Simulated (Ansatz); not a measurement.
# BN (F-43m): lattice thermal conductivity

How well does the lattice of BN conduct heat? The starting cell is a computed one from a database.

Experimental results on record:
- thermal conductivity 760 W/m/K near room temperature (given in “Combining the AFLOW GIBBS and Elastic Libraries to efficiently and robustly screen thermo-mechanical properties of solids”, 2017, arXiv:1611.05714)

Method: DFT LDA, scalar-relativistic, plane waves, PAW; PAW set soft_1, in Ansatz 0.2.0.

**1. The starting structure**

The structure is cubic, space group F-43m (No. 216). The conventional cell has a = 3.626 Å, b = 3.626 Å, c = 3.626 Å, α = 90.00°, β = 90.00°, γ = 90.00°. Nearest to B lie 4 N at 1.57 Å. N has 4 B at 1.57 Å nearest. Farther neighbours and most contacts between anions are not listed.

Coordinates:

```
B N
1.0
     0.00000    1.81300    1.81300
     1.81300    0.00000    1.81300
     1.81300    1.81300    0.00000
B N
1 1
Cartesian
  0.0000 0.0000 0.0000
  2.7195 2.7195 2.7195
```

**2. A first coarse run**

A cheap single point shows whether the cell is a metal or an insulator and how far it is from rest; that sets the k-mesh and the occupations of what follows.

Contents of input.yaml:

```yaml
crystal:
  lattice:
    - [0.0, 1.813001, 1.813001]
    - [1.813001, 0.0, 1.813001]
    - [1.813001, 1.813001, 0.0]
  atoms:
    - { symbol: B, position: [0.0, 0.0, 0.0] }
    - { symbol: "N", position: [0.75, 0.75, 0.75] }
kpoints:
  mp_grid: { grid: [8, 8, 8] }
hamiltonian:
  xc: lda
  pseudopotentials: { kind: paw, azcp: { folder: soft_1 }, xc_functional: pbe }
scf:
  occupations: { method: gaussian, width: 0.1 }
  lower_state_search: "off"
output:
  forces: true
  stress: true
  eigenvalues: true
```

Started as:

```
ansatz run input.yaml --threads 18 --pin off --max-ram 92160MiB --backend cuda --events-out ev --progress --plain --runs-dir out
```

Numbers of over 12 decimals in the logs are rounded to 6 here.

The log of the run:

```text
Engine: ansatz 0.2.0, aarch64-unknown-linux-gnu
Pseudopotentials: kind: paw
Pseudopotential: B, paw, valence charge 3, recommended cutoff 420 eV (normal), soft_1/B.paw.azcp
Pseudopotential: N, paw, valence charge 5, recommended cutoff 420 eV (normal), soft_1/N.paw.azcp
Functional definition: SPW92
  exchange = slater_x
  correlation = pw_c
device memory: the entry about to start is reckoned to put 0.5 GiB on a device that reports 182.5 GiB free
GPU FFT provider: cuFFT
GPU libraries: cuBLAS 13.8.1, cuFFT 12.4.0, cuSOLVER 12.3.2
GPU matrix products: emulated (plane waves: as basis.precision tells), large ones in fixed point in workspaces of 1.00 GiB
Crystal: 2 atoms, lattice volume = 11.919 Å³
Basis set: ecut = 420 eV, 259 PW (Γ)
Bands: 8, of which v1, the nominal top of the filled ones, is band 4 counted from 1 (3 counted from 0)
Symmetry: 24 space group operations
Space group: F-43m (ITA 216), of the structure as read, at distance tolerance 2.3e-5 Å
k-points: 29 of 512 (time reversal used)
Non-local potential: B, projectors of the file, l = 0: 2, l = 1: 2, l = 2: 1
Non-local potential: N, projectors of the file, l = 0: 2, l = 1: 2, l = 2: 1
PAW form: soft (Blöchl's): semilocal exchange-correlation on the pseudo side does not see the compensation charge
PAW frozen core: B, regenerated for the run's functional, and the local potential with it (the file was generated under x = pbe(κ = 0.804, μ = 0.219515), c = pbe(β = 0.066725))
PAW frozen core: N, regenerated for the run's functional, and the local potential with it (the file was generated under x = pbe(κ = 0.804, μ = 0.219515), c = pbe(β = 0.066725))
PAW one-centre angular grid: B, 110 points (default); XC on 64 Gauss nodes
PAW one-centre angular grid: N, 110 points (default); XC on 64 Gauss nodes
Initial density: superposition of atomic densities (chi_scale 0.1, normalization cell, long waves kept (reshape's long-wave potential 0.00 eV rms))
Initial wavefunctions: pseudopotential atomic-orbital guess
GPU buffer pool allocated for 5832 grid points (all kernels)
GPU transforms: local potential and band sums: pruned to the plane-wave sphere, on 18×18×18
Functional: x = slater, c = lda
SCF iter   1: F=—  HF=-527.165246 eV  |F-HF|=—  |Δ(HF+E_count)|=         —  Δρ=1.41e-1  dr2=1.92e0  ethr=3.10e-3  ⟨swp⟩=4.0  Hψ=1519  notcnv=0
preconditioner: auto → none  [insulator: Δε(μ)=5.762 eV  Ē_g=20.087 eV  σ=0.100 eV  W_gap=1.00  n_scr=0 (ndim 8)  ℏωp=30.4 eV  f_vac=0.000  D(μ)=0.00/eV (n_scr^D=0)  ε∞_Penn≈3.3]
SCF iter   2: F=—  HF=-526.532488 eV  |F-HF|=—  |Δ(HF+E_count)|=   6.33e-1  Δρ=6.34e-2  dr2=2.68e-1  ethr=3.10e-3  ⟨swp⟩=2.1  Hψ=686  notcnv=0
SCF iter   3: F=—  HF=-526.460046 eV  |F-HF|=—  |Δ(HF+E_count)|=   7.24e-2  Δρ=2.16e-2  dr2=3.43e-2  ethr=3.10e-3  ⟨swp⟩=3.0  Hψ=453  notcnv=0
SCF iter   4: F=—  HF=-526.450240 eV  |F-HF|=—  |Δ(HF+E_count)|=   9.81e-3  Δρ=2.81e-3  dr2=3.26e-4  ethr=4.29e-4  ⟨swp⟩=2.9  Hψ=457  notcnv=0
SCF iter   5: F=—  HF=-526.450223 eV  |F-HF|=—  |Δ(HF+E_count)|=   1.63e-5  Δρ=1.88e-4  dr2=1.92e-6  ethr=4.08e-6  ⟨swp⟩=1.1  Hψ=470  notcnv=0
SCF iter   6: F=—  HF=-526.450236 eV  |F-HF|=—  |Δ(HF+E_count)|=   1.25e-5  Δρ=2.88e-5  dr2=2.57e-8  ethr=1.25e-9  ⟨swp⟩=5.7  Hψ=1200  notcnv=0
SCF iter   7: F=-526.450236 eV  HF=-526.450236 eV  |F-HF|=4.22e-9  |Δ(HF+E_count)|=   6.46e-9  Δρ=1.39e-5  dr2=6.66e-9  ethr=3.22e-10  ⟨swp⟩=2.1  Hψ=767  notcnv=0
SCF 1 converged in 7 iterations: F = -526.450236 eV  dr2 = 6.66e-9
  greatest PAW one-centre occupation: 0.780 electrons in one spin orbital (limit 2), on the N atom at site 1 (counted from 0), in its partial waves of l = 0
SCF converged after 7 iterations
Free energy (F): -526.450236 eV
Harris-Foulkes:  -526.450236 eV  (|F-HF|=4.22e-9)
Internal energy: -526.450236 eV  (E = F + TS)
E sigma→0 (E₀):  -526.450236 eV
Fermi energy:    12.938741 eV
--- Per-component energies (eV) ---
  E_band       = 23.920353
  E_kinetic    = 182.658573
  E_local      = -160.966182  (includes V_loc(G=0)·N_el)
  E_nonlocal   = 43.959142
  E_hartree    = 48.750884
  E_xc         = -92.213454
  E_vxc        = -114.458348  (∫ρ·V_xc dr)
  E_paw        = -191.468798  (= ΣΔE_a)
  E_vpaw       = -24.776126  (= ΣTr[D̂ρ^β])
  E_aug_tail   = 0.000962  (compensation charges beyond the density's cutoff)
  E_ewald      = -357.297240
  E_core_change = 0.125878  (= ΣΔE_core)
  E_smearing   = -0.000000  (= −TS)
  E_closure    = 0.000000  (closes the sum)
  Σ components = -526.450236   (vs F -526.450236, Δ=0.00e0)
--- Forces (eV/Å), atoms counted from 1 ---
  atom   1  B     -0.00000000    -0.00000000     0.00000000
  atom   2  N      0.00000000     0.00000000     0.00000000
  max |Σ_I F_I| component: 4.81e-16 eV/Å
--- Stress (GPa, compression-positive) ---
      -14.389031       0.000000      -0.000000
        0.000000     -14.389031       0.000000
       -0.000000       0.000000     -14.389031
  P = ⅓ Tr σ = -14.3890 GPa (-143.890 kbar)
--- Band table (eV; the first three rows and the last of 29) ---
  k-point 0: bands = ["-9.2055", "10.7664", "10.7664", "10.7664", "19.4146", "19.4146", "19.4146", "21.0317"]
  k-point 1: bands = ["-8.8275", "8.9172", "10.3879", "10.3879", "19.7987", "19.9784", "19.9784", "22.1712"]
  k-point 2: bands = ["-7.7288", "5.3510", "9.6435", "9.6435", "20.2968", "20.9175", "20.9175", "24.1144"]
  k-point 28: bands = ["-3.2755", "3.3014", "3.8129", "4.2713", "20.1669", "23.8720", "24.9625", "25.2810"]
```

The job ended after 1.4 s (1 × NVIDIA GB200 with 18 threads of Arm Neoverse V2, shared host; peak memory 0.98 GiB).

A gap read on the k-mesh alone can miss the band edges.

Numbers from this step:

```yaml
pressure: -14.39 GPa
gap_on_the_k_mesh: 4.345 eV
volume_per_atom: 5.959 Å³/atom
```

The start is under -14 GPa at this level and looks like an insulator or semiconductor on this mesh.

**3. A loose first relaxation**

The start is far from rest, so a relaxation with loose thresholds first brings it near the minimum.

Changes to input.yaml since step 2:

```diff
@@ -9,3 +9,3 @@
 kpoints:
-  mp_grid: { grid: [8, 8, 8] }
+  mp_grid: { grid: [10, 10, 10] }
 hamiltonian:
@@ -20 +20,6 @@
   eigenvalues: true
+relax:
+  adjacent_minimum: "off"
+  f_tol: 0.05
+  max_steps: 80
+  cell: { stress_tol: 0.5 }
```

The log of the run:

```text
[...]
Crystal: 2 atoms, lattice volume = 11.919 Å³
Basis set: ecut = 420 eV, 259 PW (Γ)
Bands: 8, of which v1, the nominal top of the filled ones, is band 4 counted from 1 (3 counted from 0)
Symmetry: 24 space group operations
[...]
k-points: 47 of 1000 (time reversal used)
[...]
SCF iter   1: F=—  HF=-527.165264 eV  |F-HF|=—  |Δ(HF+E_count)|=         —  Δρ=1.41e-1  dr2=1.92e0  ethr=3.10e-3  ⟨swp⟩=4.0  Hψ=2453  notcnv=0
[...]
SCF iter   2: F=—  HF=-526.532632 eV  |F-HF|=—  |Δ(HF+E_count)|=   6.33e-1  Δρ=6.34e-2  dr2=2.68e-1  ethr=3.10e-3  ⟨swp⟩=2.1  Hψ=1112  notcnv=0
[...]
SCF iter   7: F=-526.450397 eV  HF=-526.450397 eV  |F-HF|=1.46e-11  |Δ(HF+E_count)|=  1.18e-10  Δρ=7.31e-7  dr2=3.48e-11  ethr=7.26e-11  ⟨swp⟩=2.0  Hψ=1128  notcnv=0
SCF 1 converged in 7 iterations: F = -526.450397 eV  dr2 = 3.48e-11
[...]
relax step   1: F+E_penalty+E_count = -526.45039673 eV  Δ(F+E_penalty+E_count) = +0.000e0 eV  max|allowed force component| = 3.978e-16 eV/Å  Δτ_max = 0.0000 Å  P = -14.380 GPa  Ω = 11.919 Å³  (7 SCF iters, dr2 threshold 1.00e-7 eV, accepted)
[...]
Crystal: 2 atoms, lattice volume = 11.657 Å³
[...]
iter 1 solved again at ethr=4.08e-5 eV; its pass at ethr=3.10e-3 eV (dr2=3.26e-3 eV) is discarded
[...]
SCF iter   2: F=—  HF=-526.468711 eV  |F-HF|=—  |Δ(HF+E_count)|=   1.12e-3  Δρ=2.08e-3  dr2=3.87e-4  ethr=4.00e-5  ⟨swp⟩=2.5  Hψ=566  notcnv=0
[...]
SCF iter   5: F=-526.468580 eV  HF=-526.468580 eV  |F-HF|=5.35e-11  |Δ(HF+E_count)|=   1.31e-8  Δρ=2.94e-6  dr2=4.10e-10  ethr=2.50e-9  ⟨swp⟩=5.0  Hψ=1825  notcnv=0
SCF 2 converged in 5 iterations: F = -526.468580 eV  dr2 = 4.10e-10
[...]
relax step   2: F+E_penalty+E_count = -526.46858025 eV  Δ(F+E_penalty+E_count) = -1.818e-2 eV  max|allowed force component| = 1.226e-16 eV/Å  Δτ_max = 0.0000 Å  P = -6.147 GPa  Ω = 11.657 Å³  energy of the carried Pulay correction = +1.331e-3 eV  (5 SCF iters, dr2 threshold 2.00e-7 eV, accepted)
[...]
Crystal: 2 atoms, lattice volume = 11.470 Å³
Basis set: ecut = 420 eV, 229 PW (Γ)
[...]
SCF iter   5: F=-526.473024 eV  HF=-526.473024 eV  |F-HF|=3.75e-11  |Δ(HF+E_count)|=   6.57e-9  Δρ=1.45e-6  dr2=1.04e-10  ethr=2.48e-9  ⟨swp⟩=3.0  Hψ=1243  notcnv=0
SCF 3 converged in 5 iterations: F = -526.473024 eV  dr2 = 1.04e-10
[...]
relax step   3: F+E_penalty+E_count = -526.47302392 eV  Δ(F+E_penalty+E_count) = -4.444e-3 eV  max|allowed force component| = 1.827e-16 eV/Å  Δτ_max = 0.0000 Å  P = +0.303 GPa  Ω = 11.470 Å³  energy of the carried Pulay correction = +2.306e-3 eV  (5 SCF iters, dr2 threshold 2.00e-7 eV, accepted)
[...]
SCF iter   1: F=—  HF=-526.471156 eV  |F-HF|=—  |Δ(HF+E_count)|=         —  Δρ=2.67e-4  dr2=1.08e-6  ethr=1.26e-8  ⟨swp⟩=3.3  Hψ=3642  notcnv=0
[...]
SCF iter   2: F=—  HF=-526.471156 eV  |F-HF|=—  |Δ(HF+E_count)|=   1.98e-7  Δρ=1.29e-4  dr2=2.70e-7  ethr=1.26e-8  ⟨swp⟩=2.0  Hψ=553  notcnv=0
[...]
SCF iter   4: F=-526.471156 eV  HF=-526.471156 eV  |F-HF|=1.47e-11  |Δ(HF+E_count)|=   1.37e-8  Δρ=3.48e-6  dr2=3.58e-10  ethr=2.50e-11  ⟨swp⟩=3.0  Hψ=1414  notcnv=0
SCF 4 converged in 4 iterations: F = -526.471156 eV  dr2 = 3.58e-10
relax step   4: F+E_penalty+E_count = -526.47115644 eV  Δ(F+E_penalty+E_count) = +1.867e-3 eV  max|allowed force component| = 1.503e-16 eV/Å  Δτ_max = 0.0000 Å  P = -0.025 GPa  Ω = 11.470 Å³  stress off target by 2.55e-2 GPa  SCF on the basis re-selected at this cell (its energy is not comparable with the rows above)  (4 SCF iters)
basis re-selected at this cell: Δ(F+E_penalty+E_count) = +1.867e-3 eV, ΔP = -0.329 GPa vs the last step (what re-selecting the basis moved, of the pressure what is left beyond the Pulay correction that the steps carried, after the strain that the cell walked since its last selection, with what the two solves' SCF thresholds leave and, on support functions, any second-order correction that the steps lacked; it is no m [...]
SCF converged after 4 iterations
Free energy (F): -526.471156 eV
[...]
Internal energy: -526.471156 eV  (E = F + TS)
E sigma→0 (E₀):  -526.471156 eV
Fermi energy:    13.583177 eV
[...]
--- Stress (GPa, compression-positive) ---
       -0.025453      -0.000000      -0.000000
       -0.000000      -0.025453      -0.000000
       -0.000000      -0.000000      -0.025453
  P = ⅓ Tr σ = -0.0255 GPa (-0.255 kbar)
--- Band table (eV; the first three rows and the last of 47) ---
[...]
--- Relaxed structure (3 steps of the walk, 3 accepted, 1 SCFs on fresh bases) ---
  F+E_penalty+E_count = -526.47115644 eV   max|allowed force component| = 1.503e-16 eV/Å   (the final SCF, on the basis selected at the relaxed cell)
  cell:  # Å, volume = 11.4695 Å³
    - [0, 1.789941, 1.789941]
    - [1.789941, 0, 1.789941]
    - [1.789941, 1.789941, 0]
  atoms:
    - { symbol: B, position: [0, 0, 0] }
    - { symbol: N, position: [0.75, 0.75, 0.75] }
```

The job ended after 2.8 s (1 × NVIDIA GB200 with 18 threads; peak memory 0.98 GiB).

Relaxation path:

```tsv
step	energy less that of the first step (eV)	largest force component (eV/Å)	pressure (GPa)	volume (Å³)
1	0.0000	0.0000	-14.38	11.92
2	-0.0182	0.0000	-6.15	11.66
3	-0.0226	0.0000	0.30	11.47
4*	-0.0208	0.0000	-0.03	11.47
```

Relaxation steps marked * repeat the geometry before them on a plane-wave basis chosen anew for their cell, so energy and pressure can jump there.

Forces are held to the 24 operations that the run works with; a distortion that breaks them can't arise in this run.

```tsv
conventional cell, symmetrised	before	after	change
a (Å)	3.626	3.580	-1.3 %
b (Å)	3.626	3.580	-1.3 %
c (Å)	3.626	3.580	-1.3 %
volume (Å³/atom)	5.96	5.73	-3.8 %
```

Final coordinates:

```
B N
1.0
     0.00000    1.78994    1.78994
     1.78994    0.00000    1.78994
     1.78994    1.78994    0.00000
B N
1 1
Cartesian
  0.0000 0.0000 0.0000
  2.6849 2.6849 2.6849
```

This step gave:

```yaml
pressure: -0.02545 GPa
gap_on_the_k_mesh: 4.389 eV
volume_per_atom: 5.735 Å³/atom
```

The relaxation ends with a pressure of -0.03 GPa.

**4. Finding the static equilibrium**

The vibrations must be taken about the equilibrium of this functional, not about the starting cell, so the structure is relaxed.

input.yaml, the sections that differ from step 3:

```yaml
crystal:
  lattice:
    - [0.0, 1.78994121, 1.78994121]
    - [1.78994121, 0.0, 1.78994121]
    - [1.78994121, 1.78994121, 0.0]
  atoms:
    - { symbol: B, position: [0.0, 0.0, 0.0] }
    - { symbol: "N", position: [0.75, 0.75, 0.75] }
kpoints:
  mp_grid: { grid: [12, 12, 12] }
scf:
  occupations: { method: gaussian, width: 0.02 }
  lower_state_search: "off"
relax:
  adjacent_minimum: "off"
  f_tol: 0.005
  max_steps: 80
  cell: { stress_tol: 0.05 }
# hamiltonian, output: as in step 3
```

The log of the run:

```text
[...]
GPU FFT provider: cuFFT
GPU libraries: cuBLAS 13.8.1, cuFFT 12.4.0, cuSOLVER 12.3.2
[...]
Crystal: 2 atoms, lattice volume = 11.470 Å³
Basis set: ecut = 420 eV, 229 PW (Γ)
Bands: 8, of which v1, the nominal top of the filled ones, is band 4 counted from 1 (3 counted from 0)
Symmetry: 24 space group operations
[...]
P = ⅓ Tr σ = -0.0186 GPa (-0.186 kbar)
--- Band table (eV; the first three rows and the last of 72) ---
[...]
--- Relaxed structure (1 steps of the walk, 1 accepted, 1 SCFs on fresh bases) ---
[...]
cell:  # Å, volume = 11.4695 Å³
    - [0.0, 1.78994121, 1.78994121]
    - [1.78994121, 0.0, 1.78994121]
    - [1.78994121, 1.78994121, 0.0]
  atoms:
    - { symbol: B, position: [0.0, 0.0, 0.0] }
    - { symbol: N, position: [0.750000, 0.750000, 0.750000] }
[key lines of the parts left out:]
SCF converged after 2 iterations
Free energy (F): -526.471162 eV
Fermi energy:    13.583165 eV
```

Elapsed: 2.1 s, on 1 × NVIDIA GB200 with 18 threads; peak memory 0.98 GiB; 3.2 s of CPU time.

Little changed from the start: no atom moved by 0.005 Å and no cell edge by 0.1 %.

Numbers from this step:

```
pressure : -0.01863 GPa
```

**5. Tight relaxation**

The thresholds are tightened for a last relaxation ahead of the phonons, and where mesh or smearing change with them the cell follows.

input.yaml, the sections that differ from step 4:

```yaml
scf:
  occupations: { method: fixed }
  lower_state_search: "off"
relax:
  adjacent_minimum: "off"
  f_tol: 0.001
  max_steps: 60
  cell: { stress_tol: 0.01 }
# crystal, kpoints, hamiltonian, output: as in step 4
```

The log of the run:

```text
[...]
GPU FFT provider: cuFFT
GPU libraries: cuBLAS 13.8.1, cuFFT 12.4.0, cuSOLVER 12.3.2
[...]
Crystal: 2 atoms, lattice volume = 11.470 Å³
Basis set: ecut = 420 eV, 229 PW (Γ)
Bands: 8, of which v1, the nominal top of the filled ones, is band 4 counted from 1 (3 counted from 0)
Symmetry: 24 space group operations
[...]
P = ⅓ Tr σ = -0.0080 GPa (-0.080 kbar)
--- Band table (eV; the first three rows and the last of 72) ---
[...]
--- Relaxed structure (2 steps of the walk, 2 accepted, 1 SCFs on fresh bases) ---
[...]
cell:  # Å, volume = 11.4692 Å³
    - [0, 1.789926, 1.789926]
    - [1.789926, 0, 1.789926]
    - [1.789926, 1.789926, 0]
  atoms:
    - { symbol: B, position: [0, 0, 0] }
    - { symbol: N, position: [0.750000, 0.750000, 0.750000] }
[key lines of the parts left out:]
SCF converged after 4 iterations
Free energy (F): -526.471163 eV
Fermi energy:    11.389176 eV
```

Elapsed: 2 s, on 1 × NVIDIA GB200 with 18 threads; peak memory 1 GiB.

Little changed from the start: no atom moved by 0.005 Å and no cell edge by 0.1 %.

Numbers from this step:

| Property | Result |
| --- | --- |
| pressure | -0.008019 GPa |

The residual pressure is -0.0080 GPa, small enough for phonons.

(Continued in part 2 of 3.)

[Logs are printed without paths, hosts, clocks, repeated set-up lines and the standing remarks that a program may print on its own settings, such as how far it seeks lower states.]

[Hosts, paths, dates, database ids (printed as entryN), source tags and the programs' standing remarks are cut or masked in the printed files.]

[A step with changed settings may run another functional than the one named; its input shows which.]
